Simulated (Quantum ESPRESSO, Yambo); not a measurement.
# LuBi2O4Cl (P4/mmm): G0W0 on several meshes in Yambo, part 2 of 2

Wanted: mesh dependence and cost of G0W0 for LuBi2O4Cl (P4/mmm).

Quantum ESPRESSO 7.5 and Yambo 5.3.0; PBEsol and many-body steps on it, plane waves. Known limits of the many-body steps: not at the basis limit; no spin-orbit coupling; coarse k mesh.

So far. Step 4 (4×4×1): The gap on the mesh goes from 1.13 eV to 1.29 eV, a correction of +0.16 eV. Step 5 (Empty states on the mesh, 2×2×1 mesh, 271 bands): On this mesh the gap is 1.125 eV.

## (6) Conversion and set-up

This step: Yambo 5.3.0; conversion and set-up on PBEsol, plane waves, norm-conserving pseudopotentials.

Launch:

```
$ (cd o/x.save; p2y > p2y.log; mv SAVE ../..); yambo > setup.log
```

Log:

```text
 Yambo, version 5.3.0

 [02] CORE Variables Setup
 =========================

  [02.01] Unit cells
  ==================

  Cell kind             :  Unknown
  Atoms in the cell     :  Lu  Bi  Cl  O
  number of Lu atoms    :  1
  number of Bi atoms    :  2
  number of Cl atoms    :  1
  number of O  atoms    :   4

  List of atomic masses
  Mass of Lu    :  174.9700
  Mass of Bi    :  208.9800
  Mass of Cl    :  35.45000
  Mass of O     :  15.99900

  List of atomic coordinates    : [cc]
  Lu1       :  0.000000  0.000000  0.000000  order 1
[...]
0.000000  0.000000  0.000000  0.000000  0.000000  0.000000  0.000000  0.000000

 [03] Transferred momenta grid and indexing
 ==========================================

 IBZ Q-points                                      :  3
 BZ  Q-points                                      :   4

 K/Q-points units:
 rlu = crystal or reduced units; cc = cartesian coordinates; iku = interal k-units

 Q [1]          [rlu]:  0.000000  0.000000  0.000000
 Q [2]          [rlu]:  0.000000 -0.500000  0.000000
 Q [3]          [rlu]: -0.500000 -0.500000  0.000000

  [03.01] X indexes
  =================

   [03.01.01] Sigma indexes
   ========================

 [06] Game Over & Game summary
```

It took 3.7 s on 1 MPI rank of Arm Neoverse V1, shared host; peak memory 0.25 GiB.

## (7) 2×2×1

This step: G0W0 on PBEsol, plane waves, norm-conserving pseudopotentials.

gw11.in

```
HF_and_locXC
gw0
dyson
ppa
em1d
rim_cut
RandQpts= 1000000
RandGvec= 1 RL
EXXRLvcs= 92 Ry
VXCRLvcs= 368 Ry
Chimod= "HARTREE"
% BndsRnXp
 1 | 271 |
%
NGsBlkXp= 11.5 Ry
% LongDrXp
 1 | 1 | 1 |
%
% GbndRnge
 1 | 271 |
%
DysSolver= "n"
ExtendOut
PPAPntXp= 27.21138 eV
% QPkrange
 3 | 3 | 50 | 53 |
 1 | 1 | 50 | 53 |
%
```

Launch:

```
$ OMP_NUM_THREADS=1 mpirun -n 8 yambo -F gw11.in -J gw11 -C gw11 > gw11.log
```

Log:

```text
 Yambo, version 5.3.0

 [02] CORE Variables Setup
 =========================

  [... cell, symmetries and grids as in the set-up ...]

  [02.05] Energies & Occupations
  ==============================

  [X] === General ===
  [X] Electronic Temperature                        :  0.000000  0.000000 [eV K]
  [X] Bosonic    Temperature                        :  0.000000  0.000000 [eV K]
  [X] Finite Temperature mode                       : no
  [X] El. density                                   :  0.78797E+24 [cm-3]
  [X] Fermi Level                                   :  11.22736 [eV]

  [X] === Gaps and Widths ===
  [X] Conduction Band Min                           :  1.125207 [eV]
  [X] Valence Band Max                              :  0.000000 [eV]
  [X] Filled Bands                                  :   51
  [X] Empty Bands                                   :   52  271
  [X] Direct Gap                                    :  1.513456 [eV]
  [X] Direct Gap localized at k                     :  1
  [X] Indirect Gap                                  :  1.125207 [eV]
  [X] Indirect Gap between kpts                     :  3  1
  [X] Last valence band width                       :  0.591986 [eV]
  [X] 1st conduction band width                     :  2.542416 [eV]

 [03] Transferred momenta grid and indexing
 ==========================================

 IBZ Q-points                                      :  3
 BZ  Q-points                                      :   4

 K/Q-points units:
 rlu = crystal or reduced units; cc = cartesian coordinates; iku = interal k-units

 Q [1]          [rlu]:  0.000000  0.000000  0.000000
 Q [2]          [rlu]:  0.000000 -0.500000  0.000000
 Q [3]          [rlu]: -0.500000 -0.500000  0.000000

 [04] Coloumb potential Random Integration (RIM)
[...]
[Hartree-Fock] El. density                        :  0.78797E+24 [cm-3]
  [Hartree-Fock] Fermi Level                        :  11.22736 [eV]

  [Hartree-Fock] === Gaps and Widths ===
  [Hartree-Fock] Conduction Band Min                :  2.775112 [eV]
  [Hartree-Fock] Valence Band Max                   : -0.591986 [eV]
  [Hartree-Fock] Filled Bands                       :   51
  [Hartree-Fock] Empty Bands                        :   52  271
  [Hartree-Fock] Direct Gap                         :  3.367098 [eV]
  [Hartree-Fock] Direct Gap localized at k          :  2
  [Hartree-Fock] Indirect Gap                       :  3.367098 [eV]
  [Hartree-Fock] Indirect Gap between kpts          :  2  2
  [Hartree-Fock] Last valence band width            :  3.991217 [eV]
  [Hartree-Fock] 1st conduction band width          :  5.127766 [eV]

 [08] Dyson equation: Newton solver
 ==================================

  [08.01] G0W0 (W PPA)
  ====================

  [  GW  ] Bands range     :    1  271
  [GW/PPA] G damping       :  0.100000 [eV]

  QP @ state[ 1 ] K range:  1  1
  QP @ state[ 1 ] b range:   50   53
  QP @ state[ 2 ] K range:  3  3
  QP @ state[ 2 ] b range:   50   53

   Sc/G bands                                       :    1  271
   Sc/G damping                                     :  0.100000 ev
   Sc bands terminator                              : no
   Sx RL components                                 :  13003

   QP @ state[ 1 ] K range                          :  1  1
   QP @ state[ 1 ] b range                          :   50   53
   QP @ state[ 2 ] K range                          :  3  3
   QP @ state[ 2 ] b range                          :   50   53
   GF energies kind                                 : Perdew, Burke & Ernzerhof SOL(X)+Perdew, Burke & Ernzerhof SOL(C)
   GF WF`s kind                                     : Perdew, Burke & Ernzerhof SOL(X)+Perdew, Burke & Ernzerhof SOL(C)
   Xs energies kind                                 : Perdew, Burke & Ernzerhof SOL(X)+Perdew, Burke & Ernzerhof SOL(C)
   Xs WF`s kind                                     : Perdew, Burke & Ernzerhof SOL(X)+Perdew, Burke & Ernzerhof SOL(C)

 [11] Game Over & Game summary
```

Elapsed: 57 s, on 8 MPI ranks; peak memory 4.9 GiB; 7.5 min of CPU time.

Numbers from this step:

| Item | Value |
| --- | --- |
| G0W0 gap on the points computed | 1.157 eV |
| starting gap on the mesh | 1.125 eV |
| k of the valence top | -0.5, -0.5, 0 |
| k of the conduction bottom | 0, 0, 0 |
| least direct G0W0 gap on the computed points | 1.834 eV |
| Z at the valence top | 0.7727 |
| Z at the conduction bottom | 0.8316 |

Against G0W0 in Yambo (4×4×1 mesh, 271 bands, screening to 156.5 eV, Godby-Needs plasmon pole), the gap moves by −0.129 eV.

## (8) Side by side

Times are wall times on 8 MPI ranks of Arm Neoverse V1, shared host, good to a factor of about two.

```csv
run,mesh,bands,screening cutoff (eV),DFT gap (eV),gap on the mesh (eV),direct (eV),time
4×4×1,4×4×1,271,156.5,1.125,1.286,1.984,4.9 min
2×2×1,2×2×1,271,156.5,1.125,1.157,1.834,57 s
```

## (9) What came out

```
4×4×1        : 1.286 eV
2×2×1        : 1.157 eV
known limits : not at the basis limit; no spin-orbit coupling; coarse k mesh
```

2×2×1: −0.129 eV against 4×4×1. Bands and cutoff are finite, so the gap is not at the basis limit. The miss can reach some tenths of an eV and take either sign; the mesh is an error of its own. In the G0W0 runs levels were corrected at 2 k points alone, so a gap called «on the mesh» is the least over those, and an edge elsewhere would be missed. The 4×4×1 mesh is coarse for this cell, which bears on the long-range parts of exchange and screening. Mesh or cutoff lie under what a gap needs, so these runs test behaviour and cost; their gaps are not to be quoted. Where an edge is built on 6p states of lead, bismuth or thallium, scalar-relativistic gaps usually stand too wide, by a few tenths to over one eV. The many-body steps are scalar-relativistic: spin-orbit coupling is not in them.

[Paths, hosts, dates, memory and timing lines, banners, echoed tables and standing remarks are left out of the program output.]

[Logs are printed without paths, hosts, clocks, repeated set-up lines and the standing remarks that a program may print on its own settings, such as how far it seeks lower states.]

[Runs of the session that timed out or met a known fault of the program may be left out.]

[Hosts, paths, dates, database ids (printed as entryN), source tags and the programs' standing remarks are cut or masked in the printed files.]
